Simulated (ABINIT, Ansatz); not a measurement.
# Osmium (P6_3/mmc): phonons by linear response, part 4 of 4

Aim: the phonon dispersion of Osmium (P6_3/mmc), checked by a second program.

ABINIT 10.8.3; DFT PBEsol, scalar-relativistic, plane waves, PseudoDojo norm-conserving pseudopotentials.

So far, highest frequency (cm⁻¹): step 7 (dispersion) 227.

## Step 9: A second program

A second program on the same cell, potentials, cutoff and meshes tests the implementation of the phonon response, not its convergence.

This step: DFT PBEsol, scalar-relativistic, plane waves, PseudoDojo norm-conserving pseudopotentials (Ansatz 0.2.0).

Input file input.yaml:

```yaml
crystal:
  lattice:
    - [2.7257395894, 0.0, 0.0]
    - [-1.3628697947, 2.3605597285, 0.0]
    - [0.0, 0.0, 4.3144546349]
  atoms:
    - { symbol: Os, position: [0.3333333333, 0.6666666667, 0.25] }
    - { symbol: Os, position: [0.6666666667, 0.3333333333, 0.75] }
kpoints:
  mp_grid: { grid: [12, 12, 6] }
hamiltonian:
  xc: pbesol
  pseudopotentials: { kind: nc, accuracy: standard }
scf:
  occupations: { method: gaussian, width: 0.27211 }
output:
  eigenvalues: true
basis:
  ecutwfc: 897.976
phonons:
  method: dfpt
  qmesh: [3, 3, 2]
  temperatures: { t_max: 1000, t_step: 50 }
  qpath:
    path:
      - [[0.0, 0.0, 0.0], [0.5, 0.0, 0.0], [0.33333333, 0.33333333, 0.0], [0.0, 0.0, 0.0], [0.0, 0.0, 0.5], [0.5, 0.0, 0.5], [0.33333333, 0.33333333, 0.5], [0.0, 0.0, 0.5]]
      - [[0.5, 0.0, 0.5], [0.5, 0.0, 0.0]]
      - [[0.33333333, 0.33333333, 0.5], [0.33333333, 0.33333333, 0.0]]
    npoints: 10
  electrical_resistivity: { temperatures: [77, 300], mesh: [24, 24, 12] }
```

Run with:

```
$ ansatz run input.yaml --threads 16 --pin off --max-ram 32768MiB --backend cpu --events-out ev --progress --plain --runs-dir out
```

Numbers of over 12 decimals in the logs are rounded to 6 here.

What it wrote:

```text
Warning: basis.ecutwfc = 897.976 eV is below the records' recommended 1006.821291 eV, and the density's cutoff is lower with it unless basis.ecutrho_ratio is high enough to keep the records' density cutoff: compare with a run at a higher cutoff
Engine: ansatz 0.2.0, aarch64-unknown-linux-gnu
Pseudopotentials: kind: nc
Pseudopotential: Os, nc, valence charge 16, recommended cutoff 1006.821291 eV (normal), Os.nc.azcp (PseudoDojo's, or run here from an input of PseudoDojo's; its table is named by hamiltonian.pseudopotentials.accuracy)
Functional definition: PBEsol
  exchange = pbesol_x
  correlation = pbesol_c
Crystal: 2 atoms, lattice volume = 27.760 Å³
Basis set: ecut = 897.976 eV, 1725 PW (Γ), exchange–correlation on 54×54×96 points (8 copies of the dense FFT grid, shifted against one another)
Bands: 20, of which v1, the nominal top of the filled ones, is band 16 counted from 1 (15 counted from 0)
Symmetry: 24 space group operations
k-points: 76 of 864
Non-local potential: Os, projectors of the file, l = 0: 2, l = 1: 2, l = 2: 2, l = 3: 2
Initial density: superposition of atomic densities (chi_scale 0.1, normalization cell)
Initial wavefunctions: pseudopotential atomic-orbital guess
Functional: x = pbesol(κ = 0.804, μ = 0.123457), c = pbesol(β = 0.046)
SCF iter   1: F=—  HF=-5506.012464 eV  |F-HF|=—  |Δ(HF+E_count)|=         —  Δρ=6.14e-2  dr2=9.17e-1  ethr=3.10e-3  ⟨swp⟩=4.5  Hψ=13588  notcnv=0
automatic band count: the SCF goes on with 24 bands, as 20 were too few: they end inside the smearing window of the response
preconditioner: auto → none  [metal: Δε(μ)=0.030 eV  Ē_g=12.181 eV  σ=0.272 eV  W_gap=0.06  n_scr=8 (ndim 8)  ℏωp=28.2 eV  f_vac=0.000  D(μ)=1.09/eV (n_scr^D=8)  sad-step TF]
SCF iter   2: F=—  HF=-5505.756316 eV  |F-HF|=—  |Δ(HF+E_count)|=   2.56e-1  Δρ=3.23e-2  dr2=2.39e-1  ethr=2.87e-3  ⟨swp⟩=1.3  Hψ=2471  notcnv=0  defer=2
SCF iter   3: F=—  HF=-5505.672969 eV  |F-HF|=—  |Δ(HF+E_count)|=   8.33e-2  Δρ=2.41e-3  dr2=7.24e-4  ethr=7.47e-4  ⟨swp⟩=2.1  Hψ=2392  notcnv=0  defer=2
SCF iter   4: F=—  HF=-5505.672390 eV  |F-HF|=—  |Δ(HF+E_count)|=   5.79e-4  Δρ=5.24e-4  dr2=1.37e-5  ethr=2.26e-6  ⟨swp⟩=2.8  Hψ=3114  notcnv=0  defer=16
SCF iter   5: F=—  HF=-5505.672389 eV  |F-HF|=—  |Δ(HF+E_count)|=   9.87e-7  Δρ=8.53e-5  dr2=1.20e-6  ethr=4.29e-8  ⟨swp⟩=2.1  Hψ=2741  notcnv=0  defer=16
SCF iter   6: F=—  HF=-5505.672390 eV  |F-HF|=—  |Δ(HF+E_count)|=   7.45e-7  Δρ=1.32e-5  dr2=1.56e-8  ethr=3.74e-9  ⟨swp⟩=2.4  Hψ=2910  notcnv=0  defer=55
SCF iter   7: F=—  HF=-5505.672390 eV  |F-HF|=—  |Δ(HF+E_count)|=   7.73e-9  Δρ=2.31e-6  dr2=2.88e-10  ethr=4.86e-11  ⟨swp⟩=2.3  Hψ=2722  notcnv=0  defer=55
SCF iter   8: F=—  HF=-5505.672390 eV  |F-HF|=—  |Δ(HF+E_count)|=  2.91e-11  Δρ=5.31e-7  dr2=1.57e-11  ethr=1.00e-12  ⟨swp⟩=11.9  Hψ=11051  notcnv=0
SCF iter   9: F=-5505.672390 eV  HF=-5505.672390 eV  |F-HF|=1.82e-12  |Δ(HF+E_count)|=  5.46e-12  Δρ=2.13e-8  dr2=3.50e-14  ethr=1.00e-12  ⟨swp⟩=5.0  Hψ=6902  notcnv=0
SCF 1 converged in 9 iterations: F = -5505.672390 eV  dr2 = 3.50e-14
NSCF: frozen V_eff on 76 k-points
WARN: eigensolver did not converge in 2 slots of this pass, the one above among them; of largest residual over every band (k=8): 1 band(s) unlocked (lowest unlocked band 23, counted from 0; max residual 7.93e-6 eV among the unlocked bands, 7.93e-6 eV over every band); of lowest unlocked band (k=8): band 23
NSCF: frozen V_eff on 172 k-points
DFPT response loops at q = (0, 0, 0) (fractional): preconditioner auto → Kerker (q_TF=auto, 2.794 Å⁻¹) (partly filled bands, converged f_vac=0.000); β = 1.00, the filter's whole step (`scf.mixing.beta` (0.50) is not read by the response loops under this deck's `scf.mixing.preconditioner`; to damp them name `kerker` or `kerker_dos`, under which they read `scf.mixing.beta`, and type it under 1.00, their step now; both keys bind the ground state too); Broyden in place of MSR1
NSCF: frozen V_eff on 344 k-points
DFPT response loops at q = (0, 0, -0.5) (fractional): mixed as the last ones told, above
NSCF: frozen V_eff on 624 k-points
DFPT response loops at q = (0, 0.333333, 0) (fractional): mixed as the last ones told, above
NSCF: frozen V_eff on 624 k-points
DFPT response loops at q = (0, 0.333333, -0.5) (fractional): mixed as the last ones told, above
NSCF: frozen V_eff on 624 k-points
DFPT response loops at q = (0.333333, 0.333333, 0) (fractional): mixed as the last ones told, above
NSCF: frozen V_eff on 624 k-points
DFPT response loops at q = (0.333333, 0.333333, -0.5) (fractional): mixed as the last ones told, above
Bands: 24, of which v1, the nominal top of the filled ones, is band 16 counted from 1 (15 counted from 0)
SCF iter   1: F=—  HF=-5506.012464 eV  |F-HF|=—  |Δ(HF+E_count)|=         —  Δρ=6.14e-2  dr2=9.17e-1  ethr=3.10e-3  ⟨swp⟩=4.5  Hψ=7546  notcnv=0
SCF iter   2: F=—  HF=-5505.756316 eV  |F-HF|=—  |Δ(HF+E_count)|=   2.56e-1  Δρ=3.23e-2  dr2=2.39e-1  ethr=2.87e-3  ⟨swp⟩=1.3  Hψ=2471  notcnv=0  defer=2
SCF iter   3: F=—  HF=-5505.672969 eV  |F-HF|=—  |Δ(HF+E_count)|=   8.33e-2  Δρ=2.41e-3  dr2=7.24e-4  ethr=7.47e-4  ⟨swp⟩=2.1  Hψ=2392  notcnv=0  defer=2
SCF iter   4: F=—  HF=-5505.672390 eV  |F-HF|=—  |Δ(HF+E_count)|=   5.79e-4  Δρ=5.24e-4  dr2=1.37e-5  ethr=2.26e-6  ⟨swp⟩=2.8  Hψ=3114  notcnv=0  defer=16
SCF iter   5: F=—  HF=-5505.672389 eV  |F-HF|=—  |Δ(HF+E_count)|=   9.87e-7  Δρ=8.53e-5  dr2=1.20e-6  ethr=4.29e-8  ⟨swp⟩=2.1  Hψ=2741  notcnv=0  defer=16
SCF iter   6: F=—  HF=-5505.672390 eV  |F-HF|=—  |Δ(HF+E_count)|=   7.45e-7  Δρ=1.32e-5  dr2=1.56e-8  ethr=3.74e-9  ⟨swp⟩=2.4  Hψ=2910  notcnv=0  defer=55
SCF iter   7: F=—  HF=-5505.672390 eV  |F-HF|=—  |Δ(HF+E_count)|=   7.73e-9  Δρ=2.31e-6  dr2=2.88e-10  ethr=4.86e-11  ⟨swp⟩=2.3  Hψ=2722  notcnv=0  defer=55
SCF iter   8: F=—  HF=-5505.672390 eV  |F-HF|=—  |Δ(HF+E_count)|=  4.27e-11  Δρ=5.31e-7  dr2=1.57e-11  ethr=1.00e-12  ⟨swp⟩=3.9  Hψ=4985  notcnv=0
SCF iter   9: F=-5505.672390 eV  HF=-5505.672390 eV  |F-HF|=9.09e-13  |Δ(HF+E_count)|=  5.46e-12  Δρ=2.06e-8  dr2=3.72e-14  ethr=1.00e-12  ⟨swp⟩=3.0  Hψ=3813  notcnv=0
SCF 2 converged in 9 iterations: F = -5505.672390 eV  dr2 = 3.72e-14
NSCF: frozen V_eff on 76 k-points
NSCF: frozen V_eff on 95 k-points
[...]
SCF converged after 9 iterations
Free energy (F): -5505.672390 eV
Harris-Foulkes:  -5505.672390 eV  (|F-HF|=1.82e-12)
Internal energy: -5505.629206 eV  (E = F + TS)
E sigma→0 (E₀):  -5505.650798 eV
Entropy (-TS):   -0.043184 eV (-21.592 meV/atom)
Fermi energy:    26.285303 eV
--- Per-component energies (eV) ---
  E_band       = -122.241416
  E_kinetic    = 1520.825767
  E_local      = -2390.180288  (includes V_loc(G=0)·N_el)
  E_nonlocal   = 301.616673
  E_hartree    = 609.715199
  E_xc         = -1118.128897
  E_vxc        = -773.933961  (∫ρ·V_xc dr)
  E_ewald      = -4429.477660
  E_smearing   = -0.043184  (= −TS)
  E_closure    = 0.000000  (closes the sum)
  Σ components = -5505.672390   (vs F -5505.672390, Δ=0.00e0)
--- Band table (eV; the first three rows and the last of 76) ---
  k-point 0: bands = [... 12 lower, 23.4484, 24.0617, 24.0617, 24.7494, 24.7494, 26.2806, 28.0277, 28.0277, ... 4 higher]
  k-point 1: bands = [... 12 lower, 23.2516, 23.8452, 23.8452, 25.2343, 25.2343, 25.2514, 28.0588, 28.0588, ... 4 higher]
  k-point 2: bands = [... 12 lower, 22.8949, 23.3975, 23.3975, 23.5296, 26.2251, 26.2251, 27.8886, 27.8886, ... 4 higher]
  k-point 75: bands = [... 12 lower, 22.8308, 22.8308, 24.9156, 24.9156, 27.9664, 27.9664, 34.7246, 34.7246, ... 4 higher]
--- Phonons (Γ-DFPT): 2 representative perturbations + reference (Σ response iterations 8) ---
  ASR residual: 1.756e-5 → 0.000e0 eV/Å²; symmetrization residual: 2.274e-13 eV/Å²
  ASR residual per site (eV/Å²): 1.76e-5 1.76e-5
  Γ frequencies (cm⁻¹): 0.00 0.00 0.00 160.57 160.57 224.15
--- Phonons (arbitrary-q DFPT): 6 irreducible q on the 3×3×2 mesh ---
  q = [0.0000, 0.0000, 0.0000] (star 1, of the zone-centre solve; hermiticity 2.59e-14, symmetrization 1.31e-14): -0.00 -0.00 0.00 160.57 160.57 224.15
  q = [0.0000, 0.0000, -0.5000] (star 1, 2 solved perturbations in 248 linear systems a pass and spin channel, the states on 172 of 864 k-point pairs; hermiticity 1.66e-13, symmetrization 7.83e-14): 116.38 116.38 116.38 116.38 178.22 178.22
  q = [0.0000, 0.3333, 0.0000] (star 6, 3 solved perturbations on 312 of 864 k-point pairs; hermiticity 6.87e-9, symmetrization 1.99e-14): 114.62 132.15 172.83 185.04 186.69 200.52
  q = [0.0000, 0.3333, -0.5000] (star 6, 3 solved perturbations on 312 of 864 k-point pairs; hermiticity 6.14e-9, symmetrization 5.35e-14): 140.77 140.77 161.34 161.34 221.01 221.01
  q = [0.3333, 0.3333, 0.0000] (star 2, 2 solved perturbations in 436 linear systems a pass and spin channel, the states on 312 of 864 k-point pairs; hermiticity 4.65e-10, symmetrization 4.65e-10): 146.59 146.59 177.96 182.10 182.10 227.24
  q = [0.3333, 0.3333, -0.5000] (star 2, 2 solved perturbations in 436 linear systems a pass and spin channel, the states on 312 of 864 k-point pairs; hermiticity 2.27e-9, symmetrization 1.18e-13): 154.42 154.42 198.79 198.79 206.65 206.65
  sum rule: each row above includes the acoustic sum rule's correction from the zone centre's row sums; it moved no ω² by more than (0.16 cm⁻¹)²
  mesh force constants: q→R imaginary residual 0.00e0; ASR residual 1.756e-5 → 0.000e0 eV/Å²; symmetrization residual 1.776e-14 eV/Å²
  interpolated dispersion: 93 rows × 6 modes
  density of states and harmonic sums: on the 27×27×14 q-mesh, interpolated from the force constants of a 3×3×2 supercell (no non-analytic term)
  largest difference from the sums on the solved wave vectors: F 3.61e-2 eV, S 5.04e-5 and C_V 1.43e-5 eV/K
  zero-point energy: 0.062361 eV/cell   skipped modes (ω ≤ 0): 3   left out of the sums: 4.90e-5 of the cell's modes: C_V's classical limit lies that fraction below 3 k_B per atom; for a crystal, a wire or a layer, F and S can be off by more, and a phonons.interpolated_qmesh denser along its periods is the remedy for the sampling
--- Electrical resistivity: potentials and phonons of a 3×3×2 supercell ---
  scattering by harmonic phonons alone, with no dipole-dipole term; scattering by other electrons, impurities, surfaces and spin disorder is left out, and so is spin–orbit coupling
  the resistivity is that of a variational response, whose dependence on the energy is improved iteratively
  at the Fermi level of each mesh (of a tensor a third of its trace):
           mesh   spin    states/(eV spin)  plasma energy (eV)         λ      λ_tr    ħω_log (meV)
       24×24×12                     0.5895              8.5903    0.4146    0.4648          20.081
        12×12×6                     0.5927              8.5838    0.4138    0.4625          20.096
          6×6×3                     0.7359              9.6347    0.4969    0.5649          19.998
  resistivity on the deck's mesh, µΩ·cm:
     T (K)       trace/3  mesh converged            xx            yy            zz    lowest order   relaxation time
     77.00     7.3880e-1              no     8.1475e-1     8.1475e-1     5.8690e-1       9.5926e-1         7.0446e-1
    300.00      7.1075e0              no      7.9323e0      7.9323e0      5.4580e0        7.3952e0          6.4610e0
  mean free path at 77 K (of a tensor a third of its trace): 95.0 nm by what each carries, 76.6 by the Fermi surface alone
  Hall coefficient in a weak field at 77 K (a third of the trace): 1.076e-10 m³/C (as a tensor it moves by 15.0 % between the two finest meshes); by each state's relaxation time: 8.284e-11 m³/C; by a constant relaxation time: 2.026e-11 m³/C
  mean free path at 300 K (of a tensor a third of its trace): 8.71 nm by what each carries, 7.99 by the Fermi surface alone
  Hall coefficient in a weak field at 300 K (a third of the trace): 1.081e-10 m³/C (as a tensor it moves by 15.2 % between the two finest meshes); by each state's relaxation time: 6.668e-11 m³/C; by a constant relaxation time: 2.062e-11 m³/C
  the resistivity times a path that all electrons share, by the Fermi surface of the deck's mesh alone (a third of the trace): 5.673e-16 Ω·m²
  not converged in the mesh (λ_tr; the resistivity at 77 K by 7.98 %; the resistivity at 300 K by 6.98 %): between neighbouring meshes, the two finest first, λ moves by 0.19 % and 20.07 %, λ_tr by 3.80 % and 23.01 % and the resistivity by up to 7.98 % and 9.84 %; an estimate, no bound, puts it up to 1.3e-7 % above the Boltzmann equation's exact value after up to 4 iterations (at most 30 are made, fewer where the estimate is under 1.0e-6 % of each spin channel's own resistivity)
  vibrations of 18 cells: unjudged by the run; compare a larger repeat
  the changes of the potential over all sites missed a rigid shift's by 0.00 % (the site terms' by 0.00 %)
  at the force constants' own smearing the fine mesh and the k-points of their solves give squared frequencies that differ by 7.9 % of the larger at the most, at (0, 0, 0)
```

Run time: 2.4 min. Hardware: 16 threads of Arm Neoverse V2, shared host; peak memory 2 GiB.

This step gave:

```yaml
sum_rule_residual_before_enforcement: 1.76e-5 eV/Å²
mean_frequency: 167.7 cm⁻¹
debye_temperature_second_moment: 319 K
logarithmic_mean_frequency: 162.8 cm⁻¹
highest_optical_zone_centre_mode_no_lo_to_term: 224.2 cm⁻¹
zero_point_energy_per_atom: 31.18 meV
vibrational_entropy_at_300_k: 31.80 J/(mol atoms K)
```

## Step 10: The two compared: ABINIT PseudoDojo and Ansatz, PseudoDojo

Numbers from this step:

```yaml
root_mean_square_difference: 0.04 cm⁻¹
largest_difference: 0.06 cm⁻¹
root_mean_square_difference_on_the_path: 2.2 cm⁻¹
largest_difference_on_the_path: 8 cm⁻¹
```

At the solved wavevectors the largest difference (acoustic modes at Γ apart) is 0.03 % of the highest mode (on the interpolated path 4 %).

## Step 11: Results

- space group after relaxation: P6_3/mmc
- volume per atom: 13.9 Å³
- highest optical zone-centre mode (no LO-TO term): 224.1 cm⁻¹
- lowest optical zone-centre mode: 160.6 cm⁻¹
- q mesh: 3×3×2
- lowest mode on the q mesh (acoustic ones at the zone centre apart): 114.6 cm⁻¹
- zero-point energy per atom: 31.2 meV
- heat capacity at 300 K: 23.6 J/(mol atoms K)
- vibrational entropy at 300 K: 31.7 J/(mol atoms K)
- imaginary modes on the q mesh: none
- largest difference from Ansatz, PseudoDojo: 0.06 cm⁻¹

What this shows: Osmium (P6_3/mmc) is dynamically stable on the 3×3×2 mesh; its spectrum reaches 227 cm⁻¹. At the PBEsol level the optical modes of Osmium (P6_3/mmc) at the zone centre run from 161 to 224 cm⁻¹. Along axes with an odd number of divisions the mesh misses the zone-boundary points at one half, where instabilities often lie; those are only interpolated. The base run prints -0.71 GPa, mostly the error of a finite basis; the relaxation, with a smoothed and higher cutoff, had brought the cell to rest. ABINIT PseudoDojo and Ansatz, PseudoDojo agree to 0.06 cm⁻¹ (0.03 % of the highest mode compared) on all solved modes but the acoustic ones at Γ. Their interpolated bands part by up to 8 cm⁻¹. These are harmonic frequencies at zero temperature: anharmonic shifts and linewidths and thermal expansion are left out. Spin-orbit coupling is left out, which can matter for the heavy elements here. In a metal the frequencies hang on the k mesh and the smearing, most of all near Kohn anomalies. Ansatz warns that the cutoff lies 11 % under the one recommended for these files; agreement at one cutoff is not convergence. Electron-phonon sums were run after this but are left out, since no second program bore their λ out within 30 %; a λ that a log prints is not taken as a result. The q mesh stands for a supercell only 8.2 Å across, so branches between the solved wavevectors are rough.

[Host names and launcher messages were left out of these logs when they were recorded.]

[Logs are printed without paths, hosts, clocks, repeated set-up lines and the standing remarks that a program may print on its own settings, such as how far it seeks lower states.]

[Hosts, paths, dates, database ids (printed as entryN), source tags and the programs' standing remarks are cut or masked in the printed files.]
